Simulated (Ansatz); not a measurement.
# linear Tc chain under tension and compression

Aim: how do moment and conductance of the linear Tc chain follow its length?

Main program and level: Ansatz 0.2.0; DFT LDA, plane waves, PAW; relaxation of a chain's period, in the first sound run; inputs show where later runs differ.

Report form: the programs' logs are mostly left out.

### 1. Set-up

The cell holds 1 atom: 1 Tc. Its edges and angles: a = 7.500 Å, b = 7.500 Å, c = 2.734 Å, α = 90.0°, β = 90.0°, γ = 90.0°. Vacuum lies along a and b. The structure's axis is c.

### 2. The relaxed wire

Band widths follow the bond lengths, so the chain is relaxed first. The atoms and the third cell vector are free; the box across stays fixed as vacuum. Moments are seeded so that a magnetic state can form if it lies lower. A Fermi-Dirac smearing is set since the result may be a metal. The pressure printed is a third of the stress's trace over the whole box, vacuum included; only the stress along the axis is relaxed.

Contents of input.yaml:

```yaml
crystal:
  lattice:
    - [7.5, 0.0, 0.0]
    - [0.0, 7.5, 0.0]
    - [0.0, 0.0, 2.7342]
  atoms:
    - { symbol: Tc, position: [0.5, 0.5, 0.0], spin: 2.0 }
magnetization:
  spin_polarized: true
kpoints:
  mp_grid: { grid: [1, 1, 30] }
scf:
  occupations: { method: fermi_dirac, width: 0.05 }
hamiltonian:
  xc: lda
relax:
  cell: { fix: [a, b, alpha, beta, gamma] }
  max_steps: 60
```

Launch:

```console
$ ansatz run input.yaml --threads 4 --pin off --max-ram 8192MiB --backend cpu --events-out ev --progress --plain --runs-dir out
```

Wall time 14 s (4 threads of Arm Neoverse V1, shared host); peak memory 0.43 GiB; 50 s of CPU time.

Relaxation path:

```
step  energy less that of the first step (eV)  largest force component (eV/Å)  pressure (GPa)  volume (Å³)
   1                                   0.0000                          0.0000           -2.17       153.80
   2                                  -0.3184                          0.0000           -2.76       146.30
   3                                  -0.6872                          0.0000           -2.69       138.80
   4                                  -1.0856                          0.0000           -3.27       131.31
   5                                  -1.4240                          0.0000           -1.63       123.81
   6                                  -1.4468                          0.0000            1.18       117.11
   7                                  -1.4807                          0.0000           -0.13       119.85
   8                                  -1.4807                          0.0000           -0.16       119.91
  9*                                  -1.4803                          0.0000           -0.16       119.91
```

Relaxation steps marked * repeat the geometry before them on a plane-wave basis chosen anew for their cell, so energy and pressure can jump there.

```
cell as run  before  after   change
      c (Å)   2.734  2.132  -22.0 %
```

Final coordinates:

```xyz
1
Lattice="7.5000 0.0000 0.0000 0.0000 7.5000 0.0000 0.0000 0.0000 2.1318" Properties=species:S:1:pos:R:3
Tc    3.7500    3.7500    0.0000
```

Numbers from this step:

```yaml
energy_at_zero_smearing: -5276.3692 eV
cell_length_along_the_wire: 2.132 Å
```

The cell's length comes to 2.132 Å with no moment. That is -22 % against the start, more than a small adjustment.

The cell shrank by 22.0 % in its periodic edges.

### 3. The chain at a fixed length, period over the relaxed period 0.88, k-mesh 1×1×43

This step: DFT LDA, plane waves, PAW; channels and complex bands of a perfect chain (Ansatz 0.2.0).

The period is set to 0.88 times the relaxed one: shorter bonds widen the bands.

The cell differs from the one that the last finished run ended in (c 2.132 → 1.876 Å).

input.yaml, the sections that differ from step 2:

```yaml
crystal:
  lattice:
    - [7.5, 0.0, 0.0]
    - [0.0, 7.5, 0.0]
    - [0.0, 0.0, 1.875947914]
  atoms:
    - { symbol: Tc, position: [0.5, 0.5, 0.0], spin: 2.0 }
kpoints:
  mp_grid: { grid: [1, 1, 43] }
output:
  transmission:
    e_range: [-2, 2]
    de: 0.035
    kmesh: [1, 1]
    reduced_basis: true
    leads: [[0, 0]]
  stress: true
# magnetization, scf, hamiltonian: as in step 2
# relax: removed
```

Wall time 28 s (4 threads); peak memory 0.49 GiB.

This step gave:

```
energy at zero smearing                                   : -5275.0680 eV
channels at the energy nearest the Fermi level, spin up   : 6
channels at the energy nearest the Fermi level, spin down : 6
conductance of the lead as this run defines it            : 6.000 G₀
band gap                                                  : 0 eV
```

Open channels of the lead against energy, zero at the Fermi level:

```
energy (eV)  spin up  spin down
     -2.000        5          5
     -1.790        6          6
     -1.615        6          6
     -1.405        6          6
     -1.195        6          6
     -0.985        6          6
     -0.810        6          6
     -0.600        6          6
     -0.390        6          6
     -0.215        6          6
     -0.005        6          6
      0.205        6          6
      0.415        6          6
      0.590        6          6
      0.800        6          6
      1.010        6          6
      1.185        6          6
      1.395        6          6
      1.605        4          4
      1.815        4          4
```

At the computed energy nearest the Fermi level there are 6 spin-up and 6 spin-down channels, and the thermal average gives 6.00 G₀.

### 4. The chain at a fixed length, period over the relaxed period 0.92, k-mesh 1×1×41

The period is set to 0.92 times the relaxed one: shorter bonds widen the bands.

The cell differs from the one that the last finished run ended in (c 1.876 → 1.961 Å).

Changes to input.yaml since step 3:

```diff
@@ -4,3 +4,3 @@
     - [0.0, 7.5, 0.0]
-    - [0.0, 0.0, 1.875947914]
+    - [0.0, 0.0, 1.9612182737]
   atoms:
@@ -10,3 +10,3 @@
 kpoints:
-  mp_grid: { grid: [1, 1, 43] }
+  mp_grid: { grid: [1, 1, 41] }
 scf:
```

Run time: 28 s. Hardware: 4 threads; peak memory 0.48 GiB; 94 s of CPU time.

At the computed energy nearest the Fermi level there are 6 spin-up and 6 spin-down channels, and the thermal average gives 6.00 G₀.

### 5. The chain at a fixed length, period over the relaxed period 0.96, k-mesh 1×1×40

The period is set to 0.96 times the relaxed one: shorter bonds widen the bands.

The cell differs from the one that the last finished run ended in (c 1.961 → 2.046 Å).

Changes to input.yaml since step 4:

```diff
@@ -4,3 +4,3 @@
     - [0.0, 7.5, 0.0]
-    - [0.0, 0.0, 1.9612182737]
+    - [0.0, 0.0, 2.0464886334]
   atoms:
@@ -10,3 +10,3 @@
 kpoints:
-  mp_grid: { grid: [1, 1, 41] }
+  mp_grid: { grid: [1, 1, 40] }
 scf:
```

Elapsed: 26 s, on 4 threads; peak memory 0.48 GiB; 89 s of CPU time.

At the computed energy nearest the Fermi level there are 6 spin-up and 6 spin-down channels, and the thermal average gives 6.00 G₀.

### 6. The chain at a fixed length, period over the relaxed period 1, k-mesh 1×1×38

The period is set to 1.0 times the relaxed one, as the point of reference.

Changes to input.yaml since step 5:

```diff
@@ -4,3 +4,3 @@
     - [0.0, 7.5, 0.0]
-    - [0.0, 0.0, 2.0464886334]
+    - [0.0, 0.0, 2.1317589931]
   atoms:
@@ -10,3 +10,3 @@
 kpoints:
-  mp_grid: { grid: [1, 1, 40] }
+  mp_grid: { grid: [1, 1, 38] }
 scf:
```

The job ended after 23 s (4 threads; peak memory 0.47 GiB).

At the computed energy nearest the Fermi level there are 6 spin-up and 6 spin-down channels, and the thermal average gives 6.00 G₀.

### 7. At a set period, period over the relaxed period 1.04, k-mesh 1×1×37

The period is set to 1.04 times the relaxed one: longer bonds narrow the bands.

The cell differs from the one that the last finished run ended in (c 2.132 → 2.217 Å).

Changes to input.yaml since step 6:

```diff
@@ -4,3 +4,3 @@
     - [0.0, 7.5, 0.0]
-    - [0.0, 0.0, 2.1317589931]
+    - [0.0, 0.0, 2.2170293529]
   atoms:
@@ -10,3 +10,3 @@
 kpoints:
-  mp_grid: { grid: [1, 1, 38] }
+  mp_grid: { grid: [1, 1, 37] }
 scf:
```

Run time: 16 s. Hardware: 4 threads; peak memory 0.4 GiB.

At the computed energy nearest the Fermi level there are 6 spin-up and 6 spin-down channels, and the thermal average gives 6.00 G₀. The change of length costs 0.084 eV a cell and leaves no moment.

### 8. The chain at a fixed length, period over the relaxed period 1.08, k-mesh 1×1×35

The period is set to 1.08 times the relaxed one: longer bonds narrow the bands.

The cell differs from the one that the last finished run ended in (c 2.217 → 2.302 Å).

Changes to input.yaml since step 7:

```diff
@@ -4,3 +4,3 @@
     - [0.0, 7.5, 0.0]
-    - [0.0, 0.0, 2.2170293529]
+    - [0.0, 0.0, 2.3022997126]
   atoms:
@@ -10,3 +10,3 @@
 kpoints:
-  mp_grid: { grid: [1, 1, 37] }
+  mp_grid: { grid: [1, 1, 35] }
 scf:
```

The job ended after 21 s (4 threads; peak memory 0.45 GiB).

At the computed energy nearest the Fermi level there are 6 spin-up and 6 spin-down channels, and the thermal average gives 6.00 G₀. The change of length costs 0.296 eV a cell and leaves no moment.

### 9. At a set period, period over the relaxed period 1.13, k-mesh 1×1×34

The period is set to 1.13 times the relaxed one: longer bonds narrow the bands.

The cell differs from the one that the last finished run ended in (c 2.302 → 2.409 Å).

Changes to input.yaml since step 8:

```diff
@@ -4,3 +4,3 @@
     - [0.0, 7.5, 0.0]
-    - [0.0, 0.0, 2.3022997126]
+    - [0.0, 0.0, 2.4088876623]
   atoms:
@@ -10,3 +10,3 @@
 kpoints:
-  mp_grid: { grid: [1, 1, 35] }
+  mp_grid: { grid: [1, 1, 34] }
 scf:
```

It took 24 s on 4 threads; peak memory 0.54 GiB; 88 s of CPU time.

At the computed energy nearest the Fermi level there are 4 spin-up and 6 spin-down channels, and the thermal average gives 5.00 G₀. The change of length costs 0.641 eV a cell and leaves an absolute moment of 2.03 μB a cell.

Between step 3 and this run (period over the relaxed period 1.13 and k-mesh 1×1×34) the value for the conductance of the lead as this run defines it moves from 6.00 G₀ to 5.00 G₀ (-17 %).

### 10. The chain at a fixed length, period over the relaxed period 1.2, k-mesh 1×1×32

The period is set to 1.2 times the relaxed one: longer bonds narrow the bands.

The cell differs from the one that the last finished run ended in (c 2.409 → 2.558 Å).

Changes to input.yaml since step 9:

```diff
@@ -4,3 +4,3 @@
     - [0.0, 7.5, 0.0]
-    - [0.0, 0.0, 2.4088876623]
+    - [0.0, 0.0, 2.5581107918]
   atoms:
@@ -10,3 +10,3 @@
 kpoints:
-  mp_grid: { grid: [1, 1, 34] }
+  mp_grid: { grid: [1, 1, 32] }
 scf:
```

Wall time 24 s (4 threads); peak memory 0.48 GiB; 86 s of CPU time.

At the computed energy nearest the Fermi level there are 4 spin-up and 5 spin-down channels, and the thermal average gives 4.66 G₀. The change of length costs 1.043 eV a cell and leaves an absolute moment of 2.54 μB a cell.

For the conductance of the lead as this run defines it, step 3 gave 6.00 G₀; this run, with period over the relaxed period 1.2 and k-mesh 1×1×32, gives 4.66 G₀ (-22 %).

### 11. At a set period, period over the relaxed period 1.3, k-mesh 1×1×29

The period is set to 1.3 times the relaxed one: longer bonds narrow the bands.

The cell differs from the one that the last finished run ended in (c 2.558 → 2.771 Å).

Changes to input.yaml since step 10:

```diff
@@ -4,3 +4,3 @@
     - [0.0, 7.5, 0.0]
-    - [0.0, 0.0, 2.5581107918]
+    - [0.0, 0.0, 2.7712866911]
   atoms:
@@ -10,3 +10,3 @@
 kpoints:
-  mp_grid: { grid: [1, 1, 32] }
+  mp_grid: { grid: [1, 1, 29] }
 scf:
```

It took 18 s on 4 threads; peak memory 0.44 GiB.

At the computed energy nearest the Fermi level there are 3 spin-up and 4 spin-down channels, and the thermal average gives 3.49 G₀. The change of length costs 1.551 eV a cell and leaves an absolute moment of 3.74 μB a cell.

For the conductance of the lead as this run defines it, step 3 gave 6.00 G₀; this run, with period over the relaxed period 1.3 and k-mesh 1×1×29, gives 3.49 G₀ (-42 %).

### 12. The series together

Times are for 4 threads of Arm Neoverse V1, shared host. The runs compared:

```
no.  period over the relaxed period  conductance of the lead as this run defines it (G₀)  absolute moment (μB)  energy at zero smearing less the lowest (eV)  time  memory (GiB)
  1                            0.88                                                6.000                     0                                         1.291  28 s          0.49
  2                            0.92                                                6.000                     0                                        0.4807  28 s          0.48
  3                            0.96                                                6.000                     0                                        0.1018  26 s          0.48
  4                               1                                                6.000                     0                                             0  23 s          0.47
  5                            1.04                                                6.000                     0                                       0.08437  16 s           0.4
  6                            1.08                                                6.000                     0                                        0.2956  21 s          0.45
  7                            1.13                                                4.996                 2.034                                        0.6411  24 s          0.54
  8                             1.2                                                4.663                 2.538                                         1.043  24 s          0.48
  9                             1.3                                                3.493                 3.743                                         1.551  18 s          0.44
```

### 13. A varied input

This step: DFT b3, plane waves, PAW; channels and complex bands of a perfect chain; changed: hamiltonian.xc = "b3-lyp", scf.max_iter = 80 (Ansatz 0.2.0).

The input of the run at the relaxed period is made doubtful on purpose.

input.yaml, the sections that differ from step 11:

```yaml
crystal:
  lattice:
    - [7.5, 0.0, 0.0]
    - [0.0, 7.5, 0.0]
    - [0.0, 0.0, 2.1317589931]
  atoms:
    - { symbol: Tc, position: [0.5, 0.5, 0.0], spin: 2.0 }
kpoints:
  mp_grid: { grid: [1, 1, 38] }
scf:
  occupations: { method: fermi_dirac, width: 0.05 }
  max_iter: 80
hamiltonian:
  xc: b3-lyp
# magnetization, output: as in step 11
```

Run time: 0.01 s. Hardware: 4 threads; peak memory 0.06 GiB.

The input was rejected at the start.

The program's message: “Error: YAML parse error: error: line 16 column 7: hamiltonian.xc: unknown variant `b3-lyp`, expected one of `lda`, `lda-pw`, `pw92`, `pbe`, `pbesol`, `rpbe`, `revpbe`, `blyp`, `pbe0`, `revpbe0`, `b3ly …”

The change that led to it: hamiltonian.xc = "b3-lyp".

### 14. Outcome

```json
{
  "relaxed cell length": "2.132 Å",
  "conductance at period × 0.88": "6.00 G₀",
  "conductance at period × 1.0": "6.00 G₀",
  "conductance at period × 1.13": "5.00 G₀",
  "conductance at period × 1.3": "3.49 G₀",
  "absolute moment at period × 0.88": "0 μB",
  "absolute moment at period × 1.0": "0 μB",
  "absolute moment at period × 1.3": "3.74 μB"
}
```

In these runs no moment survives at the shortest period, and one is present from a factor of 1.13 on: longer bonds narrow the bands, which favours exchange splitting. The conductance goes from 6.00 G₀ at the shortest period to 3.49 G₀ at the longest, while the magnetic state changes too. Transport is coherent and elastic here: the atoms are frozen, so scattering by vibrations plays no part. No search over magnetic orders was made; another may lie lower. For the perfect chain only parallel moments were started; its antiparallel and spiral orders were not tested. Conductances of a perfect chain off the multiples of half a G0 come from band edges within the thermal window; the square box also splits pairs of bands that an isolated chain keeps degenerate, which moves such edges. The lead's cell of one atom keeps the chain straight and evenly spaced; a zigzag or dimerised form may lie lower.

[Logs are printed without paths, hosts, clocks, repeated set-up lines and the standing remarks that a program may print on its own settings, such as how far it seeks lower states.]

[Hosts, paths, dates, database ids (printed as entryN), source tags and the programs' standing remarks are cut or masked in the printed files.]
